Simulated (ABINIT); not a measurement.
# Cs2InAgCl6 (Fm-3m): G0W0 with ABINIT, start to end

Aim: the G0W0 gap of Cs2InAgCl6 (Fm-3m) on PBEsol, step by step.

Main program and level: ABINIT 10.8.3; PBEsol and many-body steps on it, plane waves.

**Experimental background.**

- Gap 3.3 eV: optical gap from absorption onset near 380 nm, assigned as direct at Gamma; diffuse reflectance with Kubelka-Munk analysis; powder (“Cs2InAgCl6: A new lead-free halide double perovskite with direct band gap”, 2016, arxiv:1611.05426).

This is a report of a sequence of runs, with most program output left out.

**1. The starting structure**

It takes space group Fm-3m (No. 225, cubic). Conventional cell: a = 10.469 Å, b = 10.469 Å, c = 10.469 Å, α = 90.00°, β = 90.00°, γ = 90.00°. Nearest to Cs lie 12 Cl at 3.70 Å. Nearest to In lie 6 Cl at 2.51 Å. Ag has 6 Cl at 2.72 Å nearest. Nearest to Cl lie 1 In at 2.51 Å and 1 Ag at 2.72 Å and 4 Cs at 3.70 Å. Farther neighbours and most contacts between anions are not listed.

The cell and positions come from the Crystallography Open Database and are kept as given unless a step says otherwise. Spin-orbit coupling is left out unless a step names it.

**2. Ground state**

This step: ABINIT 10.8.3; DFT, PBEsol, plane waves, norm-conserving pseudopotentials.

The ground-state density comes first.

Contents of run.abi:

```
acell 3*1.0 Angstrom
rprim 
  0.000000000000 5.234500000000 5.234500000000
  5.234500000000 0.000000000000 5.234500000000
  5.234500000000 5.234500000000 0.000000000000
ntypat 4
znucl 55 49 47 17
natom 10
typat 1 1 2 3 4 4 4 4 4 4
xred 
  0.250000000000 0.250000000000 0.250000000000
  0.750000000000 0.750000000000 0.750000000000
  0.000000000000 0.000000000000 0.000000000000
  0.500000000000 0.500000000000 0.500000000000
  0.760210000000 0.239790000000 0.239790000000
  0.239790000000 0.760210000000 0.239790000000
  0.239790000000 0.760210000000 0.760210000000
  0.760210000000 0.239790000000 0.760210000000
  0.239790000000 0.239790000000 0.760210000000
  0.760210000000 0.760210000000 0.239790000000
pp_dirpath "pseudos"
pseudos "Cs.upf, In.upf, Ag.upf, Cl.upf"
ecut 39
ngkpt 4 4 4
nshiftk 1
shiftk 0 0 0
kptopt 1
chksymbreak 0
nband 59
occopt 1
tolvrs 1e-08
nstep 60
prtwf 0
optforces 0
optstress 0
indata_prefix "in"
outdata_prefix "out"
tmpdata_prefix "tmp"
```

Run with:

```sh
$ OMP_NUM_THREADS=1 mpirun -n 8 abinit run.abi > log
```

Run time: 1.8 min. Hardware: 8 MPI ranks of Arm Neoverse V2, shared host; peak memory 2 GiB.

Numbers from this step:

| Item | Value |
| --- | --- |
| total energy | -13594.4738 eV |
| gap | 1.045 eV |
| k of the valence top | 0, 0, 0 |
| k of the conduction bottom | 0, 0, 0 |
| least direct gap | 1.045 eV |

The gap is direct, at Γ.

**3. Empty states on the mesh, 2×2×2 mesh, 264 bands**

The sums over transitions need many empty states on a uniform mesh; this step solves for them.

Edit run.abi of step 2 so:

```diff
@@ -23,3 +23,3 @@
 ecut 39
-ngkpt 4 4 4
+ngkpt 2 2 2
 nshiftk 1
@@ -28,9 +28,10 @@
 chksymbreak 0
-nband 59
-occopt 1
-tolvrs 1e-08
+iscf -2
+irdden 1
+istwfk *1
+nband 264
+nbdbuf 24
+tolwfr 1e-09
 nstep 60
-prtwf 0
-optforces 0
-optstress 0
+prtvol 0
 indata_prefix "in"
```

Run with:

```sh
$ OMP_NUM_THREADS=2 mpirun -n 3 abinit run.abi > log
```

Run time: 3.9 min. Hardware: 3 MPI ranks; peak memory 0.73 GiB.

Numbers from this step:

| Quantity | Value |
| --- | --- |
| gap | 1.045 eV |
| k of the valence top | 0, 0, 0 |
| k of the conduction bottom | 0, 0, 0 |
| least direct gap | 1.045 eV |
| k points computed | 3 |
| lowest point of the top converged band, above the valence top | 37.88 eV |

On this mesh the gap is 1.045 eV.

**4. Screening, 2×2×2 mesh, 240 bands, screening to 106.1 eV**

The RPA dielectric matrix is built and inverted for each q.

This step: RPA screening on PBEsol, plane waves, norm-conserving pseudopotentials.

Edit run.abi of step 3 so:

```diff
@@ -28,10 +28,11 @@
 chksymbreak 0
-iscf -2
-irdden 1
 istwfk *1
-nband 264
-nbdbuf 24
-tolwfr 1e-09
-nstep 60
-prtvol 0
+occopt 1
+irdwfk 1
+optdriver 3
+nband 240
+ecuteps 3.9
+inclvkb 2
+awtr 1
+symchi 1
 indata_prefix "in"
```

Run with:

```sh
$ OMP_NUM_THREADS=1 mpirun -n 8 abinit run.abi > log
```

Wall time 2.5 min (8 MPI ranks); peak memory 9.7 GiB; 20 min of CPU time.

This step gave:

| Property | Result |
| --- | --- |
| ε∞ with local fields, on this mesh, along the program's q direction | 4.058 |
| the same without local fields | 4.565 |
| plasma frequency | 21.92 eV |
| plane waves in the screening matrix | 725 |

Local fields lower ε∞ by 11 %. On a Γ-centred mesh this coarse the value itself is usually too large, while a short band sum pulls it down.

**5. Self-energy, 2×2×2 mesh, 240 bands, screening to 106.1 eV**

The self-energy is evaluated for the states that the input lists, and the levels follow from it, in one-shot runs by the linearised quasiparticle equation.

This step: G0W0 on PBEsol, plane waves, norm-conserving pseudopotentials.

Edit run.abi of step 4 so:

```diff
@@ -31,8 +31,15 @@
 irdwfk 1
-optdriver 3
+optdriver 4
 nband 240
+gwcalctyp 0
+ecutsigx 39
+symsigma 1
+nkptgw 1
+kptgw 
+  0.0000000000 0.0000000000 0.0000000000
+bdgw 
+  49 52
 ecuteps 3.9
-inclvkb 2
-awtr 1
-symchi 1
+irdscr 1
+ppmodel 1
 indata_prefix "in"
```

Wall time 14 s (8 MPI ranks); peak memory 5.3 GiB; 1.9 min of CPU time.

This step gave:

```yaml
g0w0_gap_on_the_points_computed: 2.999 eV
starting_gap_on_the_mesh: 1.045 eV
k_of_the_valence_top: 0, 0, 0
k_of_the_conduction_bottom: 0, 0, 0
z_at_the_valence_top: 0.79
z_at_the_conduction_bottom: 0.829
least_direct_g0w0_gap_on_the_computed_points: 2.999 eV
```

The gap on the mesh goes from 1.04 eV to 3.00 eV, a correction of +1.95 eV.

Limits: finite bands, cutoff and mesh; d shell near the gap, gap tends to lie low; no spin-orbit coupling; coarse k mesh. v1 is the top filled band, c1 the lowest empty one. Levels before and after the correction, in eV, zero at the valence-band top of each column:

```
           conduction bottom  valence top
Kohn-Sham               1.04         0.00
     G0W0               3.00         0.00
```

```
             level  energy (eV)
Kohn-Sham  Γ v2-v1        0.000
Kohn-Sham     Γ c1        1.045
Kohn-Sham     Γ c2        5.082
     G0W0  Γ v2-v1        0.000
     G0W0     Γ c1        2.999
     G0W0     Γ c2        6.541
```

**6. Where the time went**

Times are wall times on the hardware named with each run, good to a factor of about two.

```
                    step     time  share  memory (GiB)
            ground state  1.8 min   21 %           2.0
empty states on the mesh  3.9 min   46 %          0.73
               screening  2.5 min   30 %           9.7
             self-energy     14 s    3 %           5.3
```

**7. What came out**

| Quantity | Value |
| --- | --- |
| PBEsol gap | 1.04 eV, direct |
| G0W0 gap on the mesh | 3.00 eV |
| GW settings | 2×2×2 mesh, 240 bands, screening to 106.1 eV, Godby-Needs plasmon pole |
| known limits | not at the basis limit; d shell near the gap, gap tends to lie low; no spin-orbit coupling; coarse k mesh |

**Reading.** G0W0 moves the gap on the mesh from 1.04 eV to 3.00 eV (+1.95 eV), with Z of 0.79 and 0.83 at the edges. Local fields lower the RPA ε∞ on this mesh from 4.56 to 4.06; a Γ-centred mesh this coarse tends to raise both, most where the direct gap is narrow, while a short band sum lowers them. Only 1 of the mesh's irreducible points was corrected, so a valley elsewhere could overtake. The dearest step here is «empty states on the mesh». Against experiment, by G0W0@PBEsol: the direct gap of 3.00 eV lies −0.30 eV from the measured 3.3 eV (direct, 2016). An exciton line or allowed optical edge lies below the quasiparticle gap by the binding energy; a forbidden edge can push the onset above it. The calculation has static nuclei and no excitons; a measured gap holds zero-point and thermal motion, which mostly lowers it. Bands and cutoff are finite, so the gap is not at the basis limit. The miss can reach some tenths of an eV and take either sign; the mesh is an error of its own. In the G0W0 run levels were corrected at 1 k point alone, so a gap called «on the mesh» is the least over those, and an edge elsewhere would be missed. The 2×2×2 mesh is coarse for this cell, which bears on the long-range parts of exchange and screening. A d shell, filled or nearly so, lies near the gap. One-shot GW converges very slowly in bands there, not always from below, and on a semilocal start the gap tends to come out low; starts rich in exact exchange can overshoot instead. The many-body steps are scalar-relativistic: spin-orbit coupling is not in them.

[Paths, hosts, dates, memory and timing lines, banners, echoed tables and standing remarks are left out of the program output.]

[Logs are printed without paths, hosts, clocks, repeated set-up lines and the standing remarks that a program may print on its own settings, such as how far it seeks lower states.]

[Runs of the session that timed out or met a known fault of the program may be left out.]

[Hosts, paths, dates, database ids (printed as entryN), source tags and the programs' standing remarks are cut or masked in the printed files.]

[G0W0 gaps are taken among the corrected bands and points alone; a level outside them can change the order at an edge.]

[Where Ansatz stands beside ABINIT at settings called matched, ABINIT's density can come from a denser mesh and the files from another edition; pairs whose starting gaps differed by over 0.03 eV were left out, so agreement reads better than it is.]
